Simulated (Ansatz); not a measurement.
# Rb on Ag(100): change of the work function, part 2 of 2

How does one ordered layer of Rb (hollow site) change the work function of Ag(100), and what dipole does each adsorbate carry?

Ansatz 0.2.0; plane-wave DFT, PBE, Ansatz PAW.

So far, work function, upper face (eV): step 2 (the clean slab) 4.20; step 3 (the covered slab) 1.65; step 5 (the covered slab, atoms frozen) 1.65; step 6 (the substrate alone) 4.22; step 7 (the adsorbate layer alone) 2.32.

### Step 8. Density difference

This step: plane-wave DFT, PBE, Ansatz PAW; density difference on adsorption (Ansatz 0.2.0).

The densities of the parts are taken from that of the whole and averaged over planes; the first moment of what is left gives the step in the potential.

This step gave:

- largest charge moved: 0.006757 e/Å²
- potential step from the moved charge: -2.563 eV

Planar mean, whole system less its parts. Electron density difference against z:

```
z (Å)  electron density difference (e/Å³)
    4                             -5.7e-7
    5                             -2.9e-6
    6                             -1.0e-5
    7                             -9.3e-6
    8                              8.4e-5
    9                             -2.1e-5
   10                             -1.6e-4
   11                             -1.0e-5
   12                              4.8e-5
   13                              1.3e-4
   14                              1.4e-4
   15                            -0.00150
   16                             0.00528
   17                             0.00344
   18                            -0.00266
   19                            -0.00154
   20                            -0.00161
   21                             -4.6e-4
   22                             -4.8e-5
   23                              1.2e-5
   24                              9.6e-6
   25                              3.7e-6
   26                              1.1e-6
   27                              2.3e-7
```

Planar mean, whole system less its parts. Table of electrons moved below z by z:

```
z (Å)  electrons moved below z (e/Å²)
    4                         -3.0e-7
    5                         -1.9e-6
    6                         -8.5e-6
    7                         -2.1e-5
    8                          1.7e-5
    9                          3.9e-5
   10                         -4.2e-6
   11                         -4.1e-5
   12                         -3.1e-5
   13                         -5.6e-5
   14                          2.5e-4
   15                        -0.00110
   16                         -4.9e-4
   17                         0.00651
   18                         0.00504
   19                         0.00283
   20                         0.00106
   21                          1.5e-4
   22                         -1.8e-5
   23                         -2.1e-5
   24                         -8.6e-6
   25                         -2.6e-6
   26                         -6.3e-7
```

### Step 9. Varying the input: efield.ramp_width = 0.04

This step: plane-wave DFT, PBE, Ansatz PAW (Ansatz 0.2.0).

System of this step: Rb/Ag(100). The cell holds 17 atoms: 16 Ag and 1 Rb. Its edges and angles: a = 5.784 Å, b = 5.784 Å, c = 27.475 Å, α = 90.0°, β = 90.0°, γ = 90.0°. Vacuum lies along c.

A run with a changed input: it repeats the earlier run at 0.25 ML with efield.ramp_width from 0.06 to 0.04; its output block differs too.

Contents of input.yaml:

```yaml
crystal:
  lattice:
    - [5.7841334702, 0.0, 0.0]
    - [0.0, 5.7841334702, 0.0]
    - [0.0, 0.0, 27.4748445606]
  atoms:
    - { symbol: Ag, position: [0.25, 0.25, 0.3275723719] }
    - { symbol: Ag, position: [0.0, 0.0, 0.4020040941] }
    - { symbol: Ag, position: [0.25, 0.25, 0.4789545093] }
    - { symbol: Ag, position: [0.0, 0.0, 0.554454227] }
    - { symbol: Ag, position: [0.25, 0.75, 0.3275723719] }
    - { symbol: Ag, position: [0.0, 0.5, 0.4020040941] }
    - { symbol: Ag, position: [0.25, 0.75, 0.4789545093] }
    - { symbol: Ag, position: [0.0, 0.5, 0.554454227] }
    - { symbol: Ag, position: [0.75, 0.25, 0.3275723719] }
    - { symbol: Ag, position: [0.5, 0.0, 0.4020040941] }
    - { symbol: Ag, position: [0.75, 0.25, 0.4789545093] }
    - { symbol: Ag, position: [0.5, 0.0, 0.554454227] }
    - { symbol: Ag, position: [0.75, 0.75, 0.3275723719] }
    - { symbol: Ag, position: [0.5, 0.5, 0.4020040941] }
    - { symbol: Ag, position: [0.75, 0.75, 0.4789545093] }
    - { symbol: Ag, position: [0.5, 0.5, 0.554454227] }
    - { symbol: Rb, position: [0.25, 0.25, 0.6724276281] }
kpoints:
  mp_grid: { grid: [5, 5, 1] }
hamiltonian:
  xc: pbe
scf:
  occupations: { method: fermi_dirac, width: 0.1 }
  convergence: { dr2_threshold: 1.0e-08 }
efield:
  axis: 3
  dipole_correction: true
  ramp_position: 0.97
  ramp_width: 0.04
relax:
  f_tol: 0.02
  max_steps: 60
  constraints: [{ sites: [0, 1, 4, 5, 8, 9, 12, 13] }]
output:
  bader: true
  dos: { projected: true, e_range: [-8, 4] }
  write_potential: true
  write_density: true
  volumetric_format: npy
```

Run with:

```sh
$ ansatz run input.yaml --threads 4 --pin off --max-ram 6144MiB --backend cpu --events-out ev --progress --plain --runs-dir out
```

Elapsed: 3.2 min, on 4 threads of Arm Neoverse V1, shared host; peak memory 3.6 GiB; 13 min of CPU time.

Relaxation path:

```
step  energy less that of the first step (eV)  largest force component (eV/Å)
   1                                   0.0000                          0.3492
   2                                  -0.0245                          0.3145
   3                                  -0.0708                          0.1124
   4                                  -0.0760                          0.0581
   5                                  -0.0775                          0.0047
```

The run keeps the 8 symmetry operations that the program found, so distortions that break them were not tested.

The atoms that moved most (Å):

```
atom      dx      dy      dz  length
Rb17   0.000   0.000  -0.345   0.345
Ag16   0.010   0.010   0.029   0.032
Ag12   0.010  -0.010   0.029   0.032
 Ag8  -0.010   0.010   0.029   0.032
 Ag4  -0.010  -0.010   0.029   0.032
Ag15   0.000   0.000  -0.009   0.009
 Ag3   0.000   0.000   0.009   0.009
```

The relaxed structure:

```xyz
17
Lattice="5.7841 0.0000 0.0000 0.0000 5.7841 0.0000 0.0000 0.0000 27.4748" Properties=species:S:1:pos:R:3
Ag    1.4460    1.4460    9.0000
Ag    0.0000    0.0000   11.0450
Ag    1.4460    1.4460   13.1682
Ag   -0.0096   -0.0096   15.2621
Ag    1.4460    4.3381    9.0000
Ag    0.0000    2.8921   11.0450
Ag    1.4460    4.3381   13.1622
Ag   -0.0096    2.9016   15.2621
Ag    4.3381    1.4460    9.0000
Ag    2.8921    0.0000   11.0450
Ag    4.3381    1.4460   13.1622
Ag    2.9016   -0.0096   15.2621
Ag    4.3381    4.3381    9.0000
Ag    2.8921    2.8921   11.0450
Ag    4.3381    4.3381   13.1501
Ag    2.9016    2.9016   15.2621
Rb    1.4460    1.4460   18.1298
```

Numbers from this step:

```
energy at zero smearing        : -124713.3975 eV
work function, upper face      : 1.647 eV
work function, lower face      : 4.193 eV
dipole along the normal        : 0.4707 e·Å
step between the vacuum levels : -2.546 eV
```

The density of states has structure finer than the step of the table below, so its rows give means over 0.25 eV. Peaks (eV: height): -5.200: 86.6, -4.420: 91.7, -4.240: 103, -4.090: 80.6, -3.640: 82.6, -3.370: 83.5, -3.010: 86.0.

The density of states by energy, zero at the Fermi level; means over each step:

energy (eV), density of states (states/eV a cell) and a bar:
```
    -7.50          0 
    -7.25          0 
    -7.00          1 #
    -6.75          1 #
    -6.50          2 #
    -6.25          2 #
    -6.00         26 ############
    -5.75         45 #####################
    -5.50         49 #######################
    -5.25         50 #######################
    -5.00         38 ##################
    -4.75         44 ####################
    -4.50         57 ##########################
    -4.25         57 ##########################
    -4.00         53 ########################
    -3.75         57 ###########################
    -3.50         61 ############################
    -3.25         65 ##############################
    -3.00         51 ########################
    -2.75          7 ###
    -2.50          5 ###
    -2.25          4 ##
    -2.00          2 #
    -1.75          7 ###
    -1.50          3 #
    -1.25          3 #
    -1.00          4 ##
    -0.75          6 ###
    -0.50          5 ##
    -0.25          5 ##
     0.00          6 ###
     0.25          9 ####
     0.50          7 ###
     0.75          4 ##
     1.00          8 ####
     1.25          8 ####
     1.50          6 ###
     1.75          5 ##
```

Projected DOS per atom over height of the atomic layer and energy from the Fermi level. Layers: Ag4 Ag4 Ag4 Ag4 Rb from below.

Ten even steps from '0' (0.00 states/eV) to '9' (4.56 states/eV), each cell a mean:
```
00000
00000
00001
00001
00000
00001
00000
00000
00000
00000
22210
99870
95690
84590
67770
55560
57750
16510
00000
00000
00000
00000
```
Columns: height of the atomic layer (Å) from 9 to 18.1 (not evenly spaced); rows upwards: energy from the Fermi level (eV) from -7.96 to 1.95.

```
                      quantity  this run  earlier run  difference
work function, upper face (eV)     1.647        1.647     -2.3e-4
work function, lower face (eV)     4.193        4.193      2.5e-5
 dipole along the normal (e·Å)    0.4707       0.4706      4.8e-5
```

Nothing in the table moves by 0.01 in its unit (for the dipole 0.5 % and 5e-5 e·Å).

### Step 10. Varying the input: scf.mixing.algorithm = "broyden" and scf.mixing.beta = 0.1

System of this step: Ag(100). The cell holds 4 atoms: 4 Ag. Its edges and angles: a = 2.892 Å, b = 2.892 Å, c = 24.135 Å, α = 90.0°, β = 90.0°, γ = 90.0°. Vacuum lies along c.

Another changed input: it repeats the earlier run at 0 ML with scf.mixing.algorithm to broyden and scf.mixing.beta to 0.1.

Contents of input.yaml:

```yaml
crystal:
  lattice:
    - [2.8920667351, 0.0, 0.0]
    - [0.0, 2.8920667351, 0.0]
    - [0.0, 0.0, 24.135]
  atoms:
    - { symbol: Ag, position: [0.5, 0.5, 0.3729024239] }
    - { symbol: Ag, position: [0.0, 0.0, 0.4576341413] }
    - { symbol: Ag, position: [0.5, 0.5, 0.5423658587] }
    - { symbol: Ag, position: [0.0, 0.0, 0.6270975761] }
kpoints:
  mp_grid: { grid: [10, 10, 1] }
hamiltonian:
  xc: pbe
scf:
  occupations: { method: fermi_dirac, width: 0.1 }
  convergence: { dr2_threshold: 1.0e-08 }
  mixing: { algorithm: broyden, beta: 0.1 }
efield:
  axis: 3
  dipole_correction: true
  ramp_position: 0.97
  ramp_width: 0.06
relax:
  f_tol: 0.02
  max_steps: 60
  constraints: [{ sites: [0, 1] }]
output:
  write_potential: true
  write_density: true
  volumetric_format: npy
```

The job ended after 18 s (4 threads; peak memory 0.48 GiB).

The steps of the relaxation:

```
step  energy less that of the first step (eV)  largest force component (eV/Å)
   1                                   0.0000                          0.1346
   2                                  -0.0061                          0.0991
   3                                  -0.0100                          0.0092
```

The run keeps the 8 symmetry operations that the program found, so distortions that break them were not tested.

The atoms that moved most (Å):

```
atom     dx     dy     dz  length
 Ag4  0.000  0.000  0.099   0.099
 Ag3  0.000  0.000  0.069   0.069
```

Final coordinates:

```cif
data_structure
_symmetry_space_group_name_H-M 'P 1'
_symmetry_Int_Tables_number 1
_cell_length_a 2.8921
_cell_length_b 2.8921
_cell_length_c 24.1350
_cell_angle_alpha 90.000
_cell_angle_beta 90.000
_cell_angle_gamma 90.000
_cell_volume 201.87
loop_
_atom_site_label
_atom_site_type_symbol
_atom_site_fract_x
_atom_site_fract_y
_atom_site_fract_z
_atom_site_occupancy
Ag1 Ag 0.50000 0.50000 0.37290 1
Ag2 Ag 0.00000 0.00000 0.45763 1
Ag3 Ag 0.50000 0.50000 0.54523 1
Ag4 Ag 0.00000 0.00000 0.63118 1
```

Numbers from this step:

```yaml
energy_at_zero_smearing: -30361.3420 eV
work_function_upper_face: 4.204 eV
dipole_along_the_normal: -4.33e-4 e·Å
```

```
                      quantity  this run  earlier run  difference
work function, upper face (eV)     4.204        4.204     -1.8e-4
 dipole along the normal (e·Å)  -4.33e-4     -4.57e-4      2.5e-5
```

Nothing in the table moves by 0.01 in its unit (for the dipole 0.5 % and 5e-5 e·Å). The run took 37 SCF cycles against 26.

From the first step to the last the energy fell by 0.010 eV, and the largest move was 0.10 Å (Ag4).

### Step 11. Outcome

* work function of the clean face: 4.20 eV
* work function at 0.25 ML: 1.65 eV
* dipole per adsorbate at 0.25 ML, positive end outwards: 2.27 D
* step of the potential from the moved charge at 0.25 ML, upper less lower side, atoms held: -2.56 eV

Rb lowers the work function of Ag(100) at the lowest coverage, by 2.56 eV: the adsorbate layer has its positive end outwards. One coverage alone was completed, so no trend follows. The slab has 4 layers, at the tabulated experimental lattice constant, one starting site was run, and quantum-size effects of a slab this thin can reach one or two tenths of an eV.

[Long decimals in the printed logs are rounded to 6 places.]

[Logs are printed without paths, hosts, clocks, repeated set-up lines and the standing remarks that a program may print on its own settings, such as how far it seeks lower states.]

[Hosts, paths, dates, database ids (printed as entryN), source tags and the programs' standing remarks are cut or masked in the printed files.]

[Maps of the electrostatic potential energy from Ansatz leave out the sawtooth potential of an applied field or a dipole correction, so their vacuum need not be flat; planar profiles and work functions include it.]
